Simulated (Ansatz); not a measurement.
# CdInI3 (model cell, started as cubic perovskite with Cd in the octahedra): a soft mode frozen in, part 2 of 3

Aim: this structure of CdInI3 (model cell, started as cubic perovskite with Cd in the octahedra) is to be tested for unstable modes, and one is followed downhill.

Ansatz 0.2.0; DFT PBEsol, scalar-relativistic, plane waves, PAW; PAW set soft_1.

So far, highest frequency on the path or at a solved wavevector (cm⁻¹): step 2 (phonons on a q mesh) 151. Also lowest frequency on the path (cm⁻¹): step 2 -51.0.

The structure was built from a prototype and need not be the compound's stable phase.

## Step 4: The mode frozen in, largest atomic shift 0.6 Å

The atoms are moved along the unstable eigenvector, the largest shift by 0.6 Å, with the cell fixed.

The input, input.yaml:

```yaml
crystal:
  lattice:
    - [5.777575321, 5.777575321, 0.0]
    - [5.777575321, 0.0, 5.777575321]
    - [5.777575321, 0.0, -5.777575321]
  atoms:
    - { symbol: In, position: [-0.1038497928, 0.5519248964, 0.5519248964] }
    - { symbol: In, position: [0.1038497928, -0.0519248964, 0.9480751036] }
    - { symbol: Cd, position: [0.5, 0.25, 0.75] }
    - { symbol: Cd, position: [0.5, 0.75, 0.25] }
    - { symbol: I, position: [0.5, 0.5142603247, 0.5142603247] }
    - { symbol: I, position: [0.5, -0.0142603247, -0.0142603247] }
    - { symbol: I, position: [0.0, 0.5, 0.0] }
    - { symbol: I, position: [0.0, 0.0, 0.5] }
    - { symbol: I, position: [0.5, 0.5142603247, -0.0142603247] }
    - { symbol: I, position: [0.5, -0.0142603247, 0.5142603247] }
kpoints:
  mp_grid: { grid: [6, 6, 6] }
hamiltonian:
  xc: pbesol
  pseudopotentials: { kind: paw, azcp: { folder: soft_1 }, xc_functional: pbe }
scf:
  occupations: { method: methfessel_paxton, width: 0.2 }
output:
  forces: true
  stress: true
  eigenvalues: true
```

On the command line:

```bash
$ ansatz run input.yaml --threads 4 --pin off --max-ram 16384MiB --backend cpu --events-out ev --progress --plain --runs-dir out
```

Numbers of over 12 decimals in the logs are rounded to 6 here.

Log:

```text
[...]
Crystal: 10 atoms, lattice volume = 385.715 Å³
Basis set: ecut = 420 eV, 7631 PW (Γ), exchange–correlation on 120×120×120 points (8 copies of the dense FFT grid, shifted against one another)
Bands: 101, of which v1, the nominal top of the filled ones, is band 84 counted from 1 (83 counted from 0)
Symmetry: 16 space group operations
[...]
k-points: 30 of 216
[...]
k-point 0: bands = [... 80 lower, 5.2669, 5.2738, 5.2739, 5.3590, 5.3590, 9.3141, 9.3398, 9.3398, ... 9 higher]
  k-point 1: bands = [... 80 lower, 4.9834, 5.2191, 5.2847, 5.2935, 5.8494, 9.0988, 9.1302, 9.2750, ... 9 higher]
  k-point 2: bands = [... 80 lower, 4.9192, 5.0871, 5.1468, 5.1507, 6.7288, 8.3951, 8.5113, 8.6857, ... 9 higher]
  k-point 29: bands = [... 80 lower, 4.4806, 4.7933, 5.2569, 5.2574, 7.7252, 8.3390, 8.5397, 9.1062, ... 9 higher]
[key lines of the parts left out:]
SCF converged after 10 iterations
Free energy (F): -72017.242735 eV
Fermi energy:    5.399928 eV
P = ⅓ Tr σ = 0.4656 GPa (4.656 kbar)
```

Wall time 21 s (4 threads of Arm Neoverse V1, shared host); peak memory 1.5 GiB.

Numbers from this step:

- pressure: 0.4656 GPa
- energy from the undistorted cell: -28.64 meV/atom

The energy, extrapolated to zero smearing, is -28.64 meV/atom against the undistorted cell.

The run ends at a pressure of 0.47 GPa, with forces up to 0.25 eV/Å.

## Step 5: Energy along the mode, all amplitudes (two of the runs are shown above)

An imaginary frequency means negative curvature, so the energy should fall and then rise again as anharmonic terms take over.

Numbers from this step:

```
depth at the lowest point sampled  : 28.64 meV/atom
largest atomic shift at that point : 0.6 Å
```

Table of energy from the parent by largest atomic shift:

```csv
largest atomic shift (Å),energy from the parent (meV/atom)
0.000,0
0.040,-0.186
0.080,-0.743
0.140,-2.25
0.220,-5.40
0.320,-10.8
0.450,-19.4
0.600,-28.6
```

Displacement at unit largest shift by atom:

```csv
atom,x (Å),y (Å),z (Å),size
In1,0.00,-1.00,0.00,1.00
In2,0.00,1.00,0.00,1.00
Cd3,0.00,0.00,0.00,0.00
Cd4,0.00,0.00,0.00,0.00
I5,0.28,0.00,0.00,0.28
I6,-0.28,0.00,0.00,0.28
I7,0.00,0.00,0.00,0.00
I8,0.00,0.00,0.00,0.00
I9,0.00,0.00,0.28,0.28
I10,0.00,0.00,-0.28,0.28
```

The lowest of the steps tried is the last one, at 0.6 Å, 28.6 meV/atom below the parent; the bottom of the well need not coincide with a step.

## Step 6: Relaxing from the distorted cell

Starting from the lowest point found, all atoms and the cell are let go, so that strain and other modes of the same symmetry can join in.

input.yaml, as its differences from that of step 4:

```diff
@@ -27 +27,6 @@
   eigenvalues: true
+relax:
+  adjacent_minimum: "off"
+  f_tol: 0.002
+  max_steps: 120
+  cell: { stress_tol: 0.03 }
```

Log:

```text
[...]
Crystal: 10 atoms, lattice volume = 385.715 Å³
Basis set: ecut = 420 eV, 7631 PW (Γ), exchange–correlation on 120×120×120 points (8 copies of the dense FFT grid, shifted against one another)
Bands: 101, of which v1, the nominal top of the filled ones, is band 84 counted from 1 (83 counted from 0)
Symmetry: 16 space group operations
[...]
k-points: 30 of 216
[...]
SCF iter   1: F=—  HF=-72021.601666 eV  |F-HF|=—  |Δ(HF+E_count)|=         —  Δρ=4.56e-2  dr2=1.19e1  ethr=3.10e-3  ⟨swp⟩=8.9  Hψ=13291  notcnv=0
[...]
SCF iter  10: F=-72017.242735 eV  HF=-72017.242735 eV  |F-HF|=1.02e-8  |Δ(HF+E_count)|=   1.75e-7  S|Δr|=    0.00e0  Δρ=1.30e-6  dr2=1.11e-8  ethr=5.95e-11  ⟨swp⟩=14.8  Hψ=15876  notcnv=0
SCF 1 converged in 10 iterations: F = -72017.242735 eV  dr2 = 1.11e-8
[...]
relax step   1: F+E_penalty+E_count = -72017.24273505 eV  Δ(F+E_penalty+E_count) = +0.000e0 eV  max|allowed force component| = 2.525e-1 eV/Å  Δτ_max = 0.0000 Å  P = +0.466 GPa  Ω = 385.715 Å³  (10 SCF iters, dr2 threshold 1.00e-7 eV, accepted)
Crystal: 10 atoms, lattice volume = 394.862 Å³
Basis set: ecut = 420 eV, 7751 PW (Γ), exchange–correlation on 120×120×120 points (8 copies of the dense FFT grid, shifted against one another)
[...]
SCF iter   7: F=-72017.312238 eV  HF=-72017.312238 eV  |F-HF|=8.61e-8  |Δ(HF+E_count)|=   6.91e-8  S|Δr|=    0.00e0  Δρ=7.52e-6  dr2=1.93e-7  ethr=5.95e-10  ⟨swp⟩=5.0  Hψ=10014  notcnv=0
SCF 2 converged in 7 iterations: F = -72017.312238 eV  dr2 = 1.93e-7
relax step   2: F+E_penalty+E_count = -72017.31223841 eV  Δ(F+E_penalty+E_count) = -6.950e-2 eV  max|allowed force component| = 1.760e-1 eV/Å  Δτ_max = 0.1623 Å  P = -0.017 GPa  Ω = 394.862 Å³  energy of the carried Pulay correction = -9.654e-4 eV  (7 SCF iters, dr2 threshold 1.00e-6 eV, accepted)
Crystal: 10 atoms, lattice volume = 399.112 Å³
Basis set: ecut = 420 eV, 7799 PW (Γ), exchange–correlation on 120×120×120 points (8 copies of the dense FFT grid, shifted against one another)
[...]
SCF iter   7: F=-72017.331897 eV  HF=-72017.331897 eV  |F-HF|=1.28e-7  |Δ(HF+E_count)|=   3.77e-7  S|Δr|=    0.00e0  Δρ=5.05e-6  dr2=1.66e-7  ethr=5.95e-10  ⟨swp⟩=12.9  Hψ=14525  notcnv=0
SCF 3 converged in 7 iterations: F = -72017.331897 eV  dr2 = 1.66e-7
relax step   3: F+E_penalty+E_count = -72017.33189651 eV  Δ(F+E_penalty+E_count) = -1.966e-2 eV  max|allowed force component| = 1.450e-1 eV/Å  Δτ_max = 0.1955 Å  P = +0.245 GPa  Ω = 399.112 Å³  energy of the carried Pulay correction = -1.401e-3 eV  (7 SCF iters, dr2 threshold 1.00e-6 eV, accepted)
[...]
relax step   4: F+E_penalty+E_count = -72017.34472357 eV  Δ(F+E_penalty+E_count) = -1.283e-2 eV  max|allowed force component| = 3.272e-2 eV/Å  Δτ_max = 0.0826 Å  P = -0.031 GPa  Ω = 399.601 Å³  energy of the carried Pulay correction = -1.451e-3 eV  (6 SCF iters, dr2 threshold 1.00e-6 eV, accepted)
[...]
relax step   5: F+E_penalty+E_count = -72017.34556608 eV  Δ(F+E_penalty+E_count) = -8.425e-4 eV  max|allowed force component| = 1.298e-4 eV/Å  Δτ_max = 0.0176 Å  P = +0.001 GPa  Ω = 399.907 Å³  energy of the carried Pulay correction = -1.482e-3 eV  (6 SCF iters, dr2 threshold 6.69e-8 eV, accepted)
[...]
SCF iter   8: F=-72017.346984 eV  HF=-72017.346984 eV  |F-HF|=0.00e0  |Δ(HF+E_count)|=  1.46e-10  S|Δr|=    0.00e0  Δρ=3.60e-8  dr2=6.88e-12  ethr=1.00e-12  ⟨swp⟩=9.3  Hψ=13092  notcnv=0
SCF 6 converged in 8 iterations: F = -72017.346984 eV  dr2 = 6.88e-12
[...]
relax step   6: F+E_penalty+E_count = -72017.34698400 eV  Δ(F+E_penalty+E_count) = -1.418e-3 eV  max|allowed force component| = 1.609e-4 eV/Å  Δτ_max = 0.0000 Å  P = -0.001 GPa  Ω = 399.907 Å³  stress off target by 2.70e-2 GPa  SCF on the basis re-selected at this cell (its energy is not comparable with the rows above)  (8 SCF iters)
basis re-selected at this cell: Δ(F+E_penalty+E_count) = -1.418e-3 eV, ΔP = -0.002 GPa vs the last step (what re-selecting the basis moved, of the pressure what is left beyond the Pulay correction that the steps carried, after the strain that the cell walked since its last selection, with what the two solves' SCF thresholds leave and, on support functions, any second-order correction that the steps lacked; it is no m [...]
SCF converged after 8 iterations
[...]
Free energy (F): -72017.346984 eV
[...]
Internal energy: -72017.375976 eV  (E = F + TS)
E sigma→0 (E₀):  -72017.354232 eV
Entropy (-TS):   0.028992 eV (2.899 meV/atom)
Fermi energy:    4.921011 eV
[...]
--- Forces (eV/Å), atoms counted from 1 ---
  atom   1  In     0.00000000    -0.00016089     0.00000000
  atom   2  In     0.00000000     0.00016089     0.00000000
  atom   3  Cd    -0.00000000     0.00000000    -0.00000000
  atom   4  Cd    -0.00000000     0.00000000     0.00000000
  atom   5  I     -0.00010807     0.00000000     0.00000000
  atom   6  I      0.00010807     0.00000000     0.00000000
  atom   7  I      0.00000000     0.00000000     0.00000000
  atom   8  I      0.00000000     0.00000000    -0.00000000
  atom   9  I      0.00000000     0.00000000    -0.00010807
  atom  10  I      0.00000000     0.00000000     0.00010807
  max |Σ_I F_I| component: 8.13e-20 eV/Å
--- Stress (GPa, compression-positive) ---
        0.012174       0.000000       0.000000
        0.000000      -0.027050       0.000000
        0.000000       0.000000       0.012174
  P = ⅓ Tr σ = -0.0009 GPa (-0.009 kbar)
--- Band table (eV; the first three rows and the last of 30) ---
  k-point 0: bands = [... 80 lower, 4.6267, 4.6706, 4.7610, 4.8913, 4.8913, 8.3487, 8.7985, 8.7985, ... 13 higher]
  k-point 1: bands = [... 80 lower, 4.5280, 4.5929, 4.8149, 4.8253, 5.3028, 8.3103, 8.6190, 8.8990, ... 13 higher]
  k-point 2: bands = [... 80 lower, 4.4817, 4.5827, 4.6856, 4.7067, 6.1617, 7.8755, 8.1617, 8.3271, ... 13 higher]
  k-point 29: bands = [... 80 lower, 4.2408, 4.4707, 4.6188, 4.6563, 7.2896, 7.8481, 8.3119, 8.8500, ... 13 higher]
--- Relaxed structure (5 steps of the walk, 5 accepted, 1 SCFs on fresh bases) ---
  F+E_penalty+E_count = -72017.34698400 eV   max|allowed force component| = 1.609e-4 eV/Å   (the final SCF, on the basis selected at the relaxed cell)
  cell:  # Å, volume = 399.9072 Å³
    - [5.847600, 5.847550, 0]
    - [5.847600, 0, 5.847600]
    - [5.847600, 0, -5.847600]
  atoms:
    - { symbol: In, position: [-0.154529, 0.577265, 0.577265] }
    - { symbol: In, position: [0.154529, -0.077265, 0.922735] }
    - { symbol: Cd, position: [0.5, 0.250000, 0.750000] }
    - { symbol: Cd, position: [0.5, 0.750000, 0.250000] }
    - { symbol: I, position: [0.5, 0.512767, 0.512767] }
    - { symbol: I, position: [0.5, -0.012767, -0.012767] }
    - { symbol: I, position: [0.0, 0.5, 0.0] }
    - { symbol: I, position: [0.0, 0.0, 0.5] }
    - { symbol: I, position: [0.5, 0.512767, -0.012767] }
    - { symbol: I, position: [0.5, -0.012767, 0.512767] }
```

Wall time 2.3 min (4 threads); peak memory 1.6 GiB.

Step by step:

```csv
step,energy less that of the first step (eV),largest force component (eV/Å),pressure (GPa),volume (Å³)
1,0.0000,0.2525,0.47,385.72
2,-0.0695,0.1760,-0.02,394.86
3,-0.0892,0.1450,0.24,399.11
4,-0.1020,0.0327,-0.03,399.60
5,-0.1028,0.0001,0.00,399.91
6*,-0.1042,0.0002,0.00,399.91
```

Relaxation steps marked * repeat the geometry before them on a plane-wave basis chosen anew for their cell, so energy and pressure can jump there.

The run keeps the 16 symmetry operations that it works with, so distortions that break them were not tested.

```csv
"conventional cell, symmetrised",before,after,change
a (Å),8.171,8.270,+1.2 %
b (Å),8.171,8.270,+1.2 %
c (Å),11.555,11.695,+1.2 %
volume (Å³/atom),38.57,39.99,+3.7 %
```

The atoms that moved most (Å, as changes of fractional coordinates times the final cell):

```csv
atom,dx,dy,dz,length
In2,0.000,0.296,0.000,0.296
In1,0.000,-0.296,0.000,0.296
I6,0.017,0.000,0.000,0.017
I5,-0.017,0.000,0.000,0.017
I10,0.000,0.000,0.017,0.017
I9,0.000,0.000,-0.017,0.017
```

The relaxed structure:

```cif
data_structure
_symmetry_space_group_name_H-M 'P 1'
_symmetry_Int_Tables_number 1
_cell_length_a 8.2697
_cell_length_b 8.2698
_cell_length_c 8.2698
_cell_angle_alpha 90.000
_cell_angle_beta 60.000
_cell_angle_gamma 60.000
_cell_volume 399.91
loop_
_atom_site_label
_atom_site_type_symbol
_atom_site_fract_x
_atom_site_fract_y
_atom_site_fract_z
_atom_site_occupancy
In1 In 0.84547 0.57726 0.57726 1
In2 In 0.15453 0.92274 0.92274 1
Cd3 Cd 0.50000 0.25000 0.75000 1
Cd4 Cd 0.50000 0.75000 0.25000 1
I5 I 0.50000 0.51277 0.51277 1
I6 I 0.50000 0.98723 0.98723 1
I7 I 0.00000 0.50000 0.00000 1
I8 I 0.00000 0.00000 0.50000 1
I9 I 0.50000 0.51277 0.98723 1
I10 I 0.50000 0.98723 0.51277 1
```

This step gave:

* pressure: -9.01e-4 GPa
* volume per atom: 39.99 Å³

The distorted start has space group I4/mmm; the relaxation ends in I4/mmm.

## Step 7: The new phase in its own primitive cell

The relaxed structure is symmetrised, reduced to its primitive cell and relaxed tightly, as its phonons need.

input.yaml, the sections that differ from step 6:

```yaml
crystal:
  lattice:
    - [-4.1348774998, 4.1348774998, 5.8475496783]
    - [4.1348774998, -4.1348774998, 5.8475496783]
    - [4.1348774998, 4.1348774998, -5.8475496783]
  atoms:
    - { symbol: In, position: [0.1727354595, 0.1727354595, 0.0] }
    - { symbol: In, position: [0.8272645405, 0.8272645405, 0.0] }
    - { symbol: Cd, position: [0.5, 0.0, 0.5] }
    - { symbol: Cd, position: [0.0, 0.5, 0.5] }
    - { symbol: I, position: [0.7627670817, 0.2372329183, 0.0] }
    - { symbol: I, position: [0.2372329183, 0.7627670817, 0.0] }
    - { symbol: I, position: [0.25, 0.75, 0.5] }
    - { symbol: I, position: [0.75, 0.25, 0.5] }
    - { symbol: I, position: [0.7627670817, 0.7627670817, 0.5255341634] }
    - { symbol: I, position: [0.2372329183, 0.2372329183, 0.4744658366] }
relax:
  adjacent_minimum: "off"
  f_tol: 0.001
  max_steps: 60
  cell: { stress_tol: 0.01 }
# kpoints, hamiltonian, scf, output: as in step 6
```

Log:

```text
[...]
Crystal: 10 atoms, lattice volume = 399.907 Å³
Basis set: ecut = 420 eV, 7799 PW (Γ), exchange–correlation on 120×120×120 points (8 copies of the dense FFT grid, shifted against one another)
Bands: 101, of which v1, the nominal top of the filled ones, is band 84 counted from 1 (83 counted from 0)
Symmetry: 16 space group operations
[...]
k-points: 30 of 216
[...]
- { symbol: In, position: [0.827189, 0.827189, 0] }
    - { symbol: Cd, position: [0.5, 0, 0.5] }
    - { symbol: Cd, position: [0, 0.5, 0.5] }
    - { symbol: I, position: [0.762822, 0.237178, 0.0] }
    - { symbol: I, position: [0.237178, 0.762822, 0.0] }
    - { symbol: I, position: [0.25, 0.75, 0.5] }
    - { symbol: I, position: [0.75, 0.25, 0.5] }
    - { symbol: I, position: [0.762822, 0.762822, 0.525645] }
    - { symbol: I, position: [0.237178, 0.237178, 0.474355] }
[key lines of the parts left out:]
SCF converged after 6 iterations
Free energy (F): -72017.347015 eV
Fermi energy:    4.921749 eV
P = ⅓ Tr σ = -0.0011 GPa (-0.011 kbar)
```

The job ended after 89 s (4 threads; peak memory 1.6 GiB).

Little changed from the start: no atom moved by 0.005 Å and no cell edge by 0.1 %.

This step gave:

- pressure: -0.001061 GPa

The largest force component left is 0.63 meV/Å and the pressure is -0.001 GPa, within the tolerances set. The cell now holds 39.99 Å³/atom.

(Continued in part 3 of 3.)

[Logs are printed without paths, hosts, clocks, repeated set-up lines and the standing remarks that a program may print on its own settings, such as how far it seeks lower states.]

[Hosts, paths, dates, database ids (printed as entryN), source tags and the programs' standing remarks are cut or masked in the printed files.]
